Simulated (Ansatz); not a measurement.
# H2CClF (P2_1): the G0W0 gap against the k mesh

How dense a mesh does GW need for H2CClF (P2_1), and how does the time grow?

Calculated with Ansatz 0.2.0; G0W0 on PBE, plane waves, PAW; PAW set soft_1.

Most raw output is cut from this account.

**1. Set-up**

Symmetry: P2_1, No. 4, monoclinic system. The conventional cell has a = 5.021 Å, b = 4.148 Å, c = 6.768 Å, α = 90.00°, β = 108.21°, γ = 90.00°. Nearest to H lie 1 C at 1.09 Å. Nearest to C lie 2 H at 1.09 Å and 1 F at 1.38 Å and 1 Cl at 1.79 Å. Cl has 1 C at 1.79 Å nearest. F has 1 C at 1.38 Å nearest. Farther neighbours and most contacts between anions are not listed.

Geometry: measured cell, ions relaxed with PBE. The runs that relaxed it are not among those shown.

**2. The 2×2×2 mesh**

Now the one-shot GW correction: screening in the RPA, then the self-energy of the levels asked for. This step takes PAW set soft_1 files.

File input.yaml:

```yaml
crystal:
  lattice:
    - [5.0206, 0.0, 0.0]
    - [0.0, 4.1477, 0.0]
    - [-2.1143188253, 0.0, 6.4288463713]
  atoms:
    - { symbol: H, position: [0.2852960594, 0.3914791351, 0.1553943381] }
    - { symbol: H, position: [0.7147039406, 0.8914791351, 0.8446056619] }
    - { symbol: H, position: [0.5707653094, 0.1078566959, 0.2708502709] }
    - { symbol: H, position: [0.4292346906, 0.6078566959, 0.7291497291] }
    - { symbol: C, position: [0.3460283809, 0.1408088981, 0.1943138297] }
    - { symbol: C, position: [0.6539716191, 0.6408088981, 0.8056861703] }
    - { symbol: Cl, position: [0.1663619786, 0.0024810456, 0.3682784982] }
    - { symbol: Cl, position: [0.8336380214, 0.5024810456, 0.6317215018] }
    - { symbol: F, position: [0.264389849, 0.9578742253, 0.0148699962] }
    - { symbol: F, position: [0.735610151, 0.4578742253, 0.9851300038] }
kpoints:
  mp_grid: { grid: [2, 2, 2] }
hamiltonian:
  xc: pbe
  pseudopotentials: { kind: paw, azcp: { folder: soft_1 } }
scf:
  occupations: { method: fixed }
gw:
  n_empty_bands: 303
  ecut_chi: 100
  qp_bands: [v3, c3]
  qp_kpoints: band_edges
  screening: { model: contour_deformation }
```

The run is started by

```sh
$ ansatz run input.yaml --threads 2 --pin off --max-ram 92160MiB --backend cuda --events-out ev --progress --plain --runs-dir out --devices 1 --max-vram 13GiB
```

The job ended after 7.7 s (1 × NVIDIA H100 80GB HBM3 (shared by 6 runs) with 2 threads of AMD EPYC 7R13 (Zen 3), shared host; peak memory 1.2 GiB; 9.3 s of CPU time).

Numbers from this step:

- bands summed: 323
- RPA ε∞ on this mesh (eigenvalues): 2.017, 2.036, 2.373
- plane waves in the screening matrix: 309
- q-points in the mesh: 8
- G0W0 gap on the mesh: 10.00 eV
- k of the valence top: -0.5, -0.5, 0
- k of the conduction bottom: -0.5, 0, 0
- starting gap on the mesh: 5.994 eV
- Z at the valence top: 0.8178
- Z at the conduction bottom: 0.8375
- least direct G0W0 gap on the computed points: 10.05 eV

The gap on the mesh goes from 5.99 eV to 10.00 eV, a correction of +4.01 eV. Between the two edge states, bare exchange in place of the xc potential would open the gap by 10.50 eV, and correlation takes back 6.49 eV.

**3. The 2×4×2 mesh**

A second mesh at equal bands and cutoff isolates the sampling error.

Edit input.yaml of step 2 so:

```diff
@@ -17,3 +17,3 @@
 kpoints:
-  mp_grid: { grid: [2, 2, 2] }
+  mp_grid: { grid: [2, 4, 2] }
 hamiltonian:
```

Run time: 18 s. Hardware: 1 × NVIDIA H100 80GB HBM3 (shared by 6 runs) with 2 threads; peak memory 1.4 GiB; 24 s of CPU time.

Numbers from this step:

* bands summed: 323
* RPA ε∞ on this mesh (eigenvalues): 2.017, 2.027, 2.373
* plane waves in the screening matrix: 309
* q-points in the mesh: 16
* G0W0 gap on the mesh: 10.00 eV
* k of the valence top: -0.5, -0.5, 0
* k of the conduction bottom: -0.5, 0, 0
* starting gap on the mesh: 5.994 eV
* Z at the valence top: 0.8179
* Z at the conduction bottom: 0.8375
* least direct G0W0 gap on the computed points: 10.05 eV

Against the run with 2×2×2 mesh, 303 empty bands, screening to 100 eV, PAW set soft_1 files, the gap moves by −0.003 eV.

**4. The 4×4×2 mesh**

Edit input.yaml of step 3 so:

```diff
@@ -17,3 +17,3 @@
 kpoints:
-  mp_grid: { grid: [2, 4, 2] }
+  mp_grid: { grid: [4, 4, 2] }
 hamiltonian:
```

Elapsed: 22 s, on 1 × NVIDIA H100 80GB HBM3 (shared by 6 runs) with 2 threads; peak memory 1.5 GiB.

This step gave:

| Property | Result |
| --- | --- |
| bands summed | 323 |
| RPA ε∞ on this mesh (eigenvalues) | 2.004, 2.029, 2.359 |
| plane waves in the screening matrix | 309 |
| G0W0 gap on the mesh | 9.985 eV |
| k of the valence top | -0.5, -0.5, 0 |
| k of the conduction bottom | -0.5, 0, 0 |
| starting gap on the mesh | 5.995 eV |
| least direct G0W0 gap on the computed points | 10.03 eV |

Against the run with 2×4×2 mesh, 303 empty bands, screening to 100 eV, PAW set soft_1 files, the gap moves by −0.016 eV.

**5. The 4×4×4 mesh**

Edit input.yaml of step 4 so:

```diff
@@ -17,3 +17,3 @@
 kpoints:
-  mp_grid: { grid: [4, 4, 2] }
+  mp_grid: { grid: [4, 4, 4] }
 hamiltonian:
```

Elapsed: 37 s, on 1 × NVIDIA H100 80GB HBM3 (shared by 6 runs) with 2 threads; peak memory 1.8 GiB; 51 s of CPU time.

Numbers from this step:

- bands summed: 323
- RPA ε∞ on this mesh (eigenvalues): 2.004, 2.029, 2.358
- plane waves in the screening matrix: 309
- G0W0 gap on the mesh: 9.986 eV
- k of the valence top: -0.5, -0.5, 0
- k of the conduction bottom: -0.5, 0, 0
- starting gap on the mesh: 5.995 eV
- least direct G0W0 gap on the computed points: 10.03 eV

Against the run with 4×4×2 mesh, 303 empty bands, screening to 100 eV, PAW set soft_1 files, the gap moves by +0.001 eV.

**6. The 4×6×4 mesh**

Edit input.yaml of step 5 so:

```diff
@@ -17,3 +17,3 @@
 kpoints:
-  mp_grid: { grid: [4, 4, 4] }
+  mp_grid: { grid: [4, 6, 4] }
 hamiltonian:
```

Run time: 42 s. Hardware: 1 × NVIDIA H100 80GB HBM3 (shared by 6 runs) with 2 threads; peak memory 2.2 GiB; 69 s of CPU time.

Numbers from this step:

```
bands summed                                 : 323
RPA ε∞ on this mesh (eigenvalues)            : 2.004, 2.028, 2.358
plane waves in the screening matrix          : 309
G0W0 gap on the mesh                         : 9.986 eV
k of the valence top                         : -0.5, -0.5, 0
k of the conduction bottom                   : -0.5, 0, 0
starting gap on the mesh                     : 5.995 eV
least direct G0W0 gap on the computed points : 10.03 eV
```

Against the run with 4×4×4 mesh, 303 empty bands, screening to 100 eV, PAW set soft_1 files, the gap moves by −0.0002 eV.

**7. The meshes together**

Times are wall times on 1 × NVIDIA H100 80GB HBM3 (shared by 6 runs) with 2 threads of AMD EPYC 7R13 (Zen 3), shared host, good to a factor of about two.

```csv
mesh,points,irreducible,start (eV),G0W0 (eV),shift (eV),RPA ε∞ (mean),time
2×2×2,8,8,5.994,10.004,+4.011,2.14,7.7 s
2×4×2,16,12,5.994,10.001,+4.007,2.14,18 s
4×4×2,32,18,5.995,9.985,+3.990,2.13,22 s
4×4×4,64,30,5.995,9.986,+3.991,2.13,37 s
4×6×4,96,40,5.995,9.986,+3.990,2.13,42 s
```

**8. Summary of results**

| Item | Value |
| --- | --- |
| 2×2×2 | 10.004 eV (shift +4.011) |
| 2×4×2 | 10.001 eV (shift +4.007) |
| 4×4×2 | 9.985 eV (shift +3.990) |
| 4×4×4 | 9.986 eV (shift +3.991) |
| 4×6×4 | 9.986 eV (shift +3.990) |
| settings | PBE start, 303 empty bands, 100 eV |

The shift is +4.01 eV on 2×2×2 and +3.99 eV on 4×6×4; the last step moves it by −0.0002 eV. The RPA ε∞ (mean) ranges from 2.13 to 2.14 and ends at 2.13. From 8 to 96 points the time grows 5.4-fold. Bands and cutoff are modest here, so the values stand off the basis limit.

[Paths, hosts, dates, memory and timing lines, banners, echoed tables and standing remarks are left out of the program output.]

[Logs are printed without paths, hosts, clocks, repeated set-up lines and the standing remarks that a program may print on its own settings, such as how far it seeks lower states.]

[Runs of the session that timed out or met a known fault of the program may be left out.]

[Cells called generated may have been cut or substituted from an entry of the Crystallography Open Database or the Materials Project.]

[Hosts, paths, dates, database ids (printed as entryN), source tags and the programs' standing remarks are cut or masked in the printed files.]
